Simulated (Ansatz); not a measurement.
**NaSnF3 (model cell, started as cubic perovskite with Sn in the octahedra): from the cell to its phonons**

How does NaSnF3 (model cell, started as cubic perovskite with Sn in the octahedra) vibrate, and is this structure a minimum?

Method: DFT LDA, scalar-relativistic, plane waves, PAW; PAW set soft_1, in Ansatz 0.2.0.

The structure was built from a prototype and need not be the compound's stable phase.

## (1) Starting point

Symmetry: Pm-3m, No. 221, cubic system. The conventional cell has a = 4.763 Å, b = 4.763 Å, c = 4.763 Å, α = 90.00°, β = 90.00°, γ = 90.00°. Na has 12 F at 3.37 Å nearest. Nearest to Sn lie 6 F at 2.38 Å. F has 2 Sn at 2.38 Å nearest. Farther neighbours and most contacts between anions are not listed.

## (2) Relaxation, k-mesh 6×6×6

Harmonic phonons are second derivatives at a point where the forces vanish, and they are wanted at zero stress, so atoms and cell are relaxed first.

File input.yaml:

```yaml
crystal:
  lattice:
    - [4.7628, 0.0, 0.0]
    - [0.0, 4.7628, 0.0]
    - [0.0, 0.0, 4.7628]
  atoms:
    - { symbol: Na, position: [0.0, 0.0, 0.0] }
    - { symbol: Sn, position: [0.5, 0.5, 0.5] }
    - { symbol: F, position: [0.5, 0.5, 0.0] }
    - { symbol: F, position: [0.5, 0.0, 0.5] }
    - { symbol: F, position: [0.0, 0.5, 0.5] }
kpoints:
  mp_grid: { grid: [6, 6, 6] }
hamiltonian:
  xc: lda
  pseudopotentials: { kind: paw, azcp: { folder: soft_1 }, xc_functional: pbe }
scf:
  occupations: { method: gaussian, width: 0.02 }
output:
  forces: true
  stress: true
  eigenvalues: true
relax:
  adjacent_minimum: "off"
  f_tol: 0.005
  max_steps: 80
  cell: { stress_tol: 0.05 }
```

Run with:

```sh
ansatz run input.yaml --threads 4 --pin off --max-ram 16384MiB --backend cpu --events-out ev --progress --plain --runs-dir out
```

Numbers of over 12 decimals in the logs are rounded to 6 here.

The program printed:

```text
Engine: ansatz 0.2.0, aarch64-unknown-linux-gnu
Pseudopotentials: kind: paw
Pseudopotential: Na, paw, valence charge 9, recommended cutoff 420 eV (normal), soft_1/Na.paw.azcp
Pseudopotential: Sn, paw, valence charge 14, recommended cutoff 420 eV (normal), soft_1/Sn.paw.azcp
Pseudopotential: F, paw, valence charge 7, recommended cutoff 420 eV (normal), soft_1/F.paw.azcp
Functional definition: SPW92
  exchange = slater_x
  correlation = pw_c
Crystal: 5 atoms, lattice volume = 108.041 Å³
Basis set: ecut = 420 eV, 2103 PW (Γ)
Bands: 27, of which v1, the nominal top of the filled ones, is band 22 counted from 1 (21 counted from 0)
Symmetry: 48 space group operations
Space group: Pm-3m (ITA 221), of the structure as read, at distance tolerance 4.8e-5 Å
k-points: 20 of 216
Non-local potential: Na, projectors of the file, l = 0: 3, l = 1: 2, l = 2: 1
Non-local potential: Sn, projectors of the file, l = 0: 2, l = 1: 2, l = 2: 2, l = 3: 1
Non-local potential: F, projectors of the file, l = 0: 2, l = 1: 2, l = 2: 1
PAW form: soft (Blöchl's): semilocal exchange-correlation on the pseudo side does not see the compensation charge
PAW frozen core: Na, regenerated for the run's functional, and the local potential with it (the file was generated under x = pbe(κ = 0.804, μ = 0.219515), c = pbe(β = 0.066725))
PAW frozen core: Sn, regenerated for the run's functional, and the local potential with it (the file was generated under x = pbe(κ = 0.804, μ = 0.219515), c = pbe(β = 0.066725))
PAW frozen core: F, regenerated for the run's functional, and the local potential with it (the file was generated under x = pbe(κ = 0.804, μ = 0.219515), c = pbe(β = 0.066725))
PAW one-centre angular grid: Na, 110 points (default); XC on 64 Gauss nodes
PAW one-centre angular grid: Sn, 590 points (default); XC on 64 Gauss nodes
PAW one-centre angular grid: F, 110 points (default); XC on 64 Gauss nodes
Initial density: superposition of atomic densities (chi_scale 0.1, normalization cell, long waves kept (reshape's long-wave potential 0.05 eV rms))
Initial wavefunctions: pseudopotential atomic-orbital guess
Functional: x = slater, c = lda
SCF iter   1: F=—  HF=-9734.708058 eV  |F-HF|=—  |Δ(HF+E_count)|=         —  Δρ=1.42e-1  dr2=1.76e1  ethr=3.10e-3  ⟨swp⟩=6.5  Hψ=2524  notcnv=0
preconditioner: auto → Resta (q_TF=auto, 2.349 Å⁻¹)  ε∞=6.2  [insulator: Δε(μ)=0.264 eV  Ē_g=6.990 eV  σ=0.020 eV  W_gap=1.00  n_scr=26 (ndim 8)  ℏωp=16.0 eV  f_vac=0.119  D(μ)=0.00/eV (n_scr^D=0)  ε∞_Penn≈6.2]
SCF iter   2: F=—  HF=-9730.378437 eV  |F-HF|=—  |Δ(HF+E_count)|=    4.33e0  Δρ=5.98e-2  dr2=2.52e0  ethr=3.10e-3  ⟨swp⟩=4.0  Hψ=1477  notcnv=0  defer=19
SCF iter   3: F=—  HF=-9729.794587 eV  |F-HF|=—  |Δ(HF+E_count)|=   5.84e-1  Δρ=1.97e-2  dr2=5.75e-1  ethr=3.10e-3  ⟨swp⟩=2.1  Hψ=1092  notcnv=0  defer=20
SCF iter   4: F=—  HF=-9729.564237 eV  |F-HF|=—  |Δ(HF+E_count)|=   2.30e-1  Δρ=4.94e-3  dr2=5.55e-2  ethr=1.31e-3  ⟨swp⟩=3.5  Hψ=1144  notcnv=0  defer=20
SCF iter   5: F=—  HF=-9729.543922 eV  |F-HF|=—  |Δ(HF+E_count)|=   2.03e-2  Δρ=1.67e-3  dr2=3.69e-3  ethr=1.26e-4  ⟨swp⟩=3.0  Hψ=1153  notcnv=0  defer=20
SCF iter   6: F=—  HF=-9729.545425 eV  |F-HF|=—  |Δ(HF+E_count)|=   1.50e-3  Δρ=4.76e-4  dr2=2.09e-4  ethr=8.39e-6  ⟨swp⟩=2.3  Hψ=842  notcnv=0  defer=20
SCF iter   7: F=—  HF=-9729.545521 eV  |F-HF|=—  |Δ(HF+E_count)|=   9.58e-5  Δρ=1.14e-4  dr2=1.47e-5  ethr=4.76e-7  ⟨swp⟩=2.0  Hψ=960  notcnv=0  defer=20
SCF iter   8: F=—  HF=-9729.545530 eV  |F-HF|=—  |Δ(HF+E_count)|=   9.07e-6  Δρ=4.98e-5  dr2=3.63e-6  ethr=3.34e-8  ⟨swp⟩=2.0  Hψ=885  notcnv=0  defer=20
SCF iter   9: F=—  HF=-9729.545529 eV  |F-HF|=—  |Δ(HF+E_count)|=   6.56e-7  Δρ=8.86e-6  dr2=2.49e-7  ethr=8.26e-9  ⟨swp⟩=2.4  Hψ=783  notcnv=0  defer=20
SCF iter  10: F=-9729.545529 eV  HF=-9729.545529 eV  |F-HF|=8.92e-9  |Δ(HF+E_count)|=   6.96e-8  Δρ=4.59e-6  dr2=2.33e-8  ethr=2.27e-10  ⟨swp⟩=11.9  Hψ=2596  notcnv=0
SCF 1 converged in 10 iterations: F = -9729.545529 eV  dr2 = 2.33e-8
  greatest PAW one-centre occupation: 0.999 electrons in one spin orbital (limit 2), on the Na atom at site 0 (counted from 0), in its partial waves of l = 0
relax step   1: F+E_penalty+E_count = -9729.54552923 eV  Δ(F+E_penalty+E_count) = +0.000e0 eV  max|allowed force component| = 2.983e-29 eV/Å  Δτ_max = 0.0000 Å  P = -5.176 GPa  Ω = 108.041 Å³  (10 SCF iters, dr2 threshold 1.00e-7 eV, accepted)
Crystal: 5 atoms, lattice volume = 94.535 Å³
Basis set: ecut = 420 eV, 1839 PW (Γ)
Initial density: handed on by an earlier stage of this run
Initial wavefunctions: those handed on with the density
iter 1 solved again at ethr=3.88e-4 eV; its pass at ethr=3.10e-3 eV (dr2=1.71e-1 eV) is discarded
SCF iter   1: F=—  HF=-9729.879556 eV  |F-HF|=—  |Δ(HF+E_count)|=         —  Δρ=1.14e-2  dr2=1.70e-1  ethr=3.88e-4  ⟨swp⟩=1.0  Hψ=2863  notcnv=0
preconditioner: auto → Resta (q_TF=auto, 2.402 Å⁻¹)  ε∞=2.7  [insulator: Δε(μ)=0.334 eV  Ē_g=18.954 eV  σ=0.020 eV  W_gap=1.00  n_scr=26 (ndim 8)  ℏωp=24.8 eV  f_vac=0.260  D(μ)=0.00/eV (n_scr^D=0)  ε∞_Penn≈2.7]
SCF iter   2: F=—  HF=-9729.824286 eV  |F-HF|=—  |Δ(HF+E_count)|=   5.53e-2  Δρ=7.40e-3  dr2=2.86e-2  ethr=3.86e-4  ⟨swp⟩=3.3  Hψ=967  notcnv=0
SCF iter   3: F=—  HF=-9729.814622 eV  |F-HF|=—  |Δ(HF+E_count)|=   9.66e-3  Δρ=2.42e-3  dr2=8.24e-3  ethr=6.51e-5  ⟨swp⟩=2.3  Hψ=935  notcnv=0  defer=19
SCF iter   4: F=—  HF=-9729.810384 eV  |F-HF|=—  |Δ(HF+E_count)|=   4.24e-3  Δρ=4.67e-4  dr2=3.09e-4  ethr=1.87e-5  ⟨swp⟩=2.2  Hψ=854  notcnv=0  defer=19
SCF iter   5: F=—  HF=-9729.810336 eV  |F-HF|=—  |Δ(HF+E_count)|=   4.80e-5  Δρ=1.81e-4  dr2=3.20e-5  ethr=7.02e-7  ⟨swp⟩=2.4  Hψ=847  notcnv=0  defer=19
SCF iter   6: F=-9729.810343 eV  HF=-9729.810343 eV  |F-HF|=2.60e-7  |Δ(HF+E_count)|=   7.53e-6  Δρ=1.70e-5  dr2=1.76e-7  ethr=1.14e-9  ⟨swp⟩=8.4  Hψ=2957  notcnv=0
SCF 2 converged in 6 iterations: F = -9729.810343 eV  dr2 = 1.76e-7
relax step   2: F+E_penalty+E_count = -9729.81034333 eV  Δ(F+E_penalty+E_count) = -2.648e-1 eV  max|allowed force component| = 1.107e-29 eV/Å  Δτ_max = 0.0000 Å  P = +0.128 GPa  Ω = 94.535 Å³  energy of the carried Pulay correction = +2.705e-2 eV  (6 SCF iters, dr2 threshold 5.00e-7 eV, accepted)
Crystal: 5 atoms, lattice volume = 94.822 Å³
Basis set: ecut = 420 eV, 1863 PW (Γ)
iter 1 solved again at ethr=1.64e-7 eV; its pass at ethr=3.10e-3 eV (dr2=7.21e-5 eV) is discarded
SCF iter   1: F=—  HF=-9729.809857 eV  |F-HF|=—  |Δ(HF+E_count)|=         —  Δρ=2.51e-4  dr2=8.62e-5  ethr=1.64e-7  ⟨swp⟩=2.0  Hψ=2635  notcnv=0
preconditioner: auto → Resta (q_TF=auto, 2.401 Å⁻¹)  ε∞=2.7  [insulator: Δε(μ)=0.478 eV  Ē_g=18.884 eV  σ=0.020 eV  W_gap=1.00  n_scr=26 (ndim 8)  ℏωp=24.7 eV  f_vac=0.272  D(μ)=0.00/eV (n_scr^D=0)  ε∞_Penn≈2.7]
SCF iter   2: F=—  HF=-9729.809829 eV  |F-HF|=—  |Δ(HF+E_count)|=   2.74e-5  Δρ=1.66e-4  dr2=1.52e-5  ethr=1.64e-7  ⟨swp⟩=3.0  Hψ=958  notcnv=0
SCF iter   3: F=—  HF=-9729.809824 eV  |F-HF|=—  |Δ(HF+E_count)|=   5.21e-6  Δρ=5.46e-5  dr2=4.35e-6  ethr=3.45e-8  ⟨swp⟩=2.1  Hψ=739  notcnv=0
SCF iter   4: F=—  HF=-9729.809822 eV  |F-HF|=—  |Δ(HF+E_count)|=   2.28e-6  Δρ=1.10e-5  dr2=1.67e-7  ethr=9.88e-9  ⟨swp⟩=2.4  Hψ=800  notcnv=0
SCF iter   5: F=-9729.809822 eV  HF=-9729.809822 eV  |F-HF|=2.40e-9  |Δ(HF+E_count)|=   3.85e-8  Δρ=4.45e-6  dr2=1.90e-8  ethr=9.38e-11  ⟨swp⟩=5.4  Hψ=2197  notcnv=0
SCF 3 converged in 5 iterations: F = -9729.809822 eV  dr2 = 1.90e-8
relax step   3: F+E_penalty+E_count = -9729.80982180 eV  Δ(F+E_penalty+E_count) = +5.215e-4 eV  max|allowed force component| = 7.087e-30 eV/Å  Δτ_max = 0.0000 Å  P = -0.027 GPa  Ω = 94.822 Å³  energy of the carried Pulay correction = +2.644e-2 eV  (5 SCF iters, dr2 threshold 4.13e-8 eV, accepted)
[...]
relax step   4: F+E_penalty+E_count = -9729.79729273 eV  Δ(F+E_penalty+E_count) = +1.253e-2 eV  max|allowed force component| = 9.979e-30 eV/Å  Δτ_max = 0.0000 Å  P = -0.317 GPa  Ω = 94.822 Å³  stress off target by 3.17e-1 GPa  SCF on the basis re-selected at this cell (its energy is not comparable with the rows above)  (6 SCF iters)
[...]
relax step   5: F+E_penalty+E_count = -9729.79903388 eV  Δ(F+E_penalty+E_count) = -1.741e-3 eV  max|allowed force component| = 9.933e-30 eV/Å  Δτ_max = 0.0000 Å  P = +0.004 GPa  Ω = 94.251 Å³  energy of the carried Pulay correction = +1.181e-3 eV  (5 SCF iters, dr2 threshold 2.51e-7 eV, accepted)
iter 1 solved again at ethr=2.40e-8 eV; its pass at ethr=3.10e-3 eV (dr2=1.05e-5 eV) is discarded
SCF iter   1: F=—  HF=-9729.797711 eV  |F-HF|=—  |Δ(HF+E_count)|=         —  Δρ=6.16e-5  dr2=5.80e-7  ethr=2.40e-8  ⟨swp⟩=4.2  Hψ=4299  notcnv=0
preconditioner: auto → Resta (q_TF=auto, 2.403 Å⁻¹)  ε∞=2.7  [insulator: Δε(μ)=0.435 eV  Ē_g=18.917 eV  σ=0.020 eV  W_gap=1.00  n_scr=26 (ndim 8)  ℏωp=24.8 eV  f_vac=0.269  D(μ)=0.00/eV (n_scr^D=0)  ε∞_Penn≈2.7]
SCF iter   2: F=—  HF=-9729.797714 eV  |F-HF|=—  |Δ(HF+E_count)|=   3.01e-6  Δρ=2.64e-5  dr2=2.04e-7  ethr=1.32e-9  ⟨swp⟩=2.0  Hψ=896  notcnv=0
SCF iter   3: F=—  HF=-9729.797714 eV  |F-HF|=—  |Δ(HF+E_count)|=   1.81e-8  Δρ=1.26e-5  dr2=3.10e-8  ethr=4.64e-10  ⟨swp⟩=2.2  Hψ=645  notcnv=0
SCF iter   4: F=—  HF=-9729.797714 eV  |F-HF|=—  |Δ(HF+E_count)|=  2.95e-10  Δρ=8.66e-7  dr2=1.17e-9  ethr=7.06e-11  ⟨swp⟩=2.0  Hψ=716  notcnv=0
SCF iter   5: F=-9729.797714 eV  HF=-9729.797714 eV  |F-HF|=2.00e-11  |Δ(HF+E_count)|=  3.29e-10  Δρ=2.11e-7  dr2=2.64e-11  ethr=1.00e-12  ⟨swp⟩=4.0  Hψ=2446  notcnv=0
SCF 6 converged in 5 iterations: F = -9729.797714 eV  dr2 = 2.64e-11
relax step   6: F+E_penalty+E_count = -9729.79771411 eV  Δ(F+E_penalty+E_count) = +1.320e-3 eV  max|allowed force component| = 1.442e-29 eV/Å  Δτ_max = 0.0000 Å  P = -0.013 GPa  Ω = 94.251 Å³  stress off target by 1.28e-2 GPa  SCF on the basis re-selected at this cell (its energy is not comparable with the rows above)  (5 SCF iters)
basis re-selected at this cell: Δ(F+E_penalty+E_count) = +1.320e-3 eV, ΔP = -0.017 GPa vs the last step (what re-selecting the basis moved, of the pressure what is left beyond the Pulay correction that the steps carried, after the strain that the cell walked since its last selection, with what the two solves' SCF thresholds leave and, on support functions, any second-order correction that the steps lacked; it is no m [...]
SCF converged after 5 iterations
Free energy (F): -9729.797714 eV
Harris-Foulkes:  -9729.797714 eV  (|F-HF|=2.00e-11)
Internal energy: -9729.797714 eV  (E = F + TS)
E sigma→0 (E₀):  -9729.797714 eV
Fermi energy:    5.944005 eV
--- Per-component energies (eV) ---
  E_band       = -513.251296
  E_kinetic    = 868.934968
  E_local      = -4792.301668  (includes V_loc(G=0)·N_el)
  E_nonlocal   = 695.996411
  E_hartree    = 1887.722858
  E_xc         = -387.273417
  E_vxc        = -420.817486  (∫ρ·V_xc dr)
  E_paw        = -5072.256980  (= ΣΔE_a)
  E_vpaw       = -640.511392  (= ΣTr[D̂ρ^β])
  E_aug_tail   = 0.002498  (compensation charges beyond the density's cutoff)
  E_ewald      = -2931.527920
  E_core_change = 0.905536  (= ΣΔE_core)
  E_smearing   = -0.000000  (= −TS)
  E_closure    = -0.000000  (closes the sum)
  Σ components = -9729.797714   (vs F -9729.797714, Δ=0.00e0)
--- Forces (eV/Å), atoms counted from 1 ---
  atom   1  Na    -0.00000000     0.00000000    -0.00000000
  atom   2  Sn    -0.00000000    -0.00000000     0.00000000
  atom   3  F     -0.00000000    -0.00000000     0.00000000
  atom   4  F      0.00000000    -0.00000000     0.00000000
  atom   5  F      0.00000000     0.00000000    -0.00000000
  max |Σ_I F_I| component: 1.23e-29 eV/Å
--- Stress (GPa, compression-positive) ---
       -0.012827       0.000000       0.000000
        0.000000      -0.012827       0.000000
        0.000000       0.000000      -0.012827
  P = ⅓ Tr σ = -0.0128 GPa (-0.128 kbar)
--- Band table (eV; the first three rows and the last of 20) ---
  k-point 0: bands = [... 18 lower, -0.3044, -0.3044, -0.3044, -0.0775, 6.1614, 10.3083, 10.3083, 10.3083, ... 1 higher]
  k-point 1: bands = [... 18 lower, -0.3268, -0.3173, -0.3173, 0.8471, 6.3297, 9.5173, 10.3173, 10.3173, ... 1 higher]
  k-point 2: bands = [... 18 lower, -0.3710, -0.3248, -0.3248, 2.1376, 6.4779, 8.8652, 10.3432, 10.3432, ... 1 higher]
  k-point 19: bands = [... 18 lower, 0.0602, 0.0602, 0.0602, 5.7266, 7.2480, 7.2480, 7.2480, 8.1118, ... 1 higher]
--- Relaxed structure (4 steps of the walk, 4 accepted, 2 SCFs on fresh bases) ---
  F+E_penalty+E_count = -9729.79771411 eV   max|allowed force component| = 1.442e-29 eV/Å   (the final SCF, on the basis selected at the relaxed cell)
  cell:  # Å, volume = 94.2507 Å³
    - [4.550875, 0, 0]
    - [0, 4.550875, 0]
    - [0, 0, 4.550875]
  atoms:
    - { symbol: Na, position: [0, 0, 0] }
    - { symbol: Sn, position: [0.5, 0.5, 0.5] }
    - { symbol: F, position: [0.5, 0.5, 0] }
    - { symbol: F, position: [0.5, 0, 0.5] }
    - { symbol: F, position: [0, 0.5, 0.5] }
```

Wall time 5.3 s (4 threads of Arm Neoverse V2, shared host); peak memory 0.4 GiB; 19 s of CPU time.

Relaxation path:

| step | energy less that of the first step (eV) | largest force component (eV/Å) | pressure (GPa) | volume (Å³) |
| --- | --- | --- | --- | --- |
| 1 | 0.0000 | 0.0000 | -5.18 | 108.04 |
| 2 | -0.2648 | 0.0000 | 0.13 | 94.54 |
| 3 | -0.2643 | 0.0000 | -0.03 | 94.82 |
| 4* | -0.2518 | 0.0000 | -0.32 | 94.82 |
| 5 | -0.2535 | 0.0000 | 0.00 | 94.25 |
| 6* | -0.2522 | 0.0000 | -0.01 | 94.25 |

Relaxation steps marked * repeat the geometry before them on a plane-wave basis chosen anew for their cell, so energy and pressure can jump there.

The run keeps the 48 symmetry operations that it works with, so distortions that break them were not tested.

| conventional cell, symmetrised | before | after | change |
| --- | --- | --- | --- |
| a (Å) | 4.763 | 4.551 | -4.4 % |
| b (Å) | 4.763 | 4.551 | -4.4 % |
| c (Å) | 4.763 | 4.551 | -4.4 % |
| volume (Å³/atom) | 21.61 | 18.85 | -12.8 % |

Final coordinates:

```
Na Sn F
1.0
     4.55087    0.00000    0.00000
     0.00000    4.55087    0.00000
     0.00000    0.00000    4.55087
Na Sn F
1 1 3
Direct
  0.00000 0.00000 0.00000
  0.50000 0.50000 0.50000
  0.50000 0.50000 0.00000
  0.50000 0.00000 0.50000
  0.00000 0.50000 0.50000
```

This step gave:

| Quantity | Value |
| --- | --- |
| pressure | -0.01283 GPa |
| gap on the k-mesh | 0.4348 eV |
| volume per atom | 18.85 Å³ |
| direct gap on mesh | 1.521 eV |

In this step the volume went from 21.61 to 18.85 Å³/atom.

## (3) Relaxation, k-mesh 8×8×8

The relaxation is repeated from its end, on the mesh and smearing that suit the cell and gap now reached.

input.yaml: that of step 2 with these lines changed.

```diff
@@ -2,5 +2,5 @@
   lattice:
-    - [4.7628, 0.0, 0.0]
-    - [0.0, 4.7628, 0.0]
-    - [0.0, 0.0, 4.7628]
+    - [4.5508749908, 0.0, 0.0]
+    - [0.0, 4.5508749908, 0.0]
+    - [0.0, 0.0, 4.5508749908]
   atoms:
@@ -12,3 +12,3 @@
 kpoints:
-  mp_grid: { grid: [6, 6, 6] }
+  mp_grid: { grid: [8, 8, 8] }
 hamiltonian:
```

The program printed:

```text
[...]
Crystal: 5 atoms, lattice volume = 94.251 Å³
Basis set: ecut = 420 eV, 1839 PW (Γ)
Bands: 27, of which v1, the nominal top of the filled ones, is band 22 counted from 1 (21 counted from 0)
Symmetry: 48 space group operations
[...]
k-points: 35 of 512
[...]
--- Relaxed structure (1 steps of the walk, 1 accepted, 1 SCFs on fresh bases) ---
[...]
cell:  # Å, volume = 94.2507 Å³
    - [4.5508749908, 0.0, 0.0]
    - [0.0, 4.5508749908, 0.0]
    - [0.0, 0.0, 4.5508749908]
  atoms:
    - { symbol: Na, position: [0.0, 0.0, 0.0] }
    - { symbol: Sn, position: [0.5, 0.5, 0.5] }
    - { symbol: F, position: [0.5, 0.5, 0.0] }
    - { symbol: F, position: [0.5, 0.0, 0.5] }
    - { symbol: F, position: [0.0, 0.5, 0.5] }
[key lines of the parts left out:]
SCF converged after 4 iterations
Free energy (F): -9729.799918 eV
Fermi energy:    5.943053 eV
P = ⅓ Tr σ = -0.0354 GPa (-0.354 kbar)
```

Run time: 3 s. Hardware: 4 threads; peak memory 0.41 GiB; 11 s of CPU time.

Little changed from the start: no atom moved by 0.005 Å and no cell edge by 0.1 %.

This step gave:

```yaml
pressure: -0.03537 GPa
gap_on_the_k_mesh: 0.4367 eV
direct_gap_on_mesh: 1.523 eV
```

In this step the volume went from 18.85 to 18.85 Å³/atom.

(Continued in part 2 of 3.)

[Logs are printed without paths, hosts, clocks, repeated set-up lines and the standing remarks that a program may print on its own settings, such as how far it seeks lower states.]

[Hosts, paths, dates, database ids (printed as entryN), source tags and the programs' standing remarks are cut or masked in the printed files.]
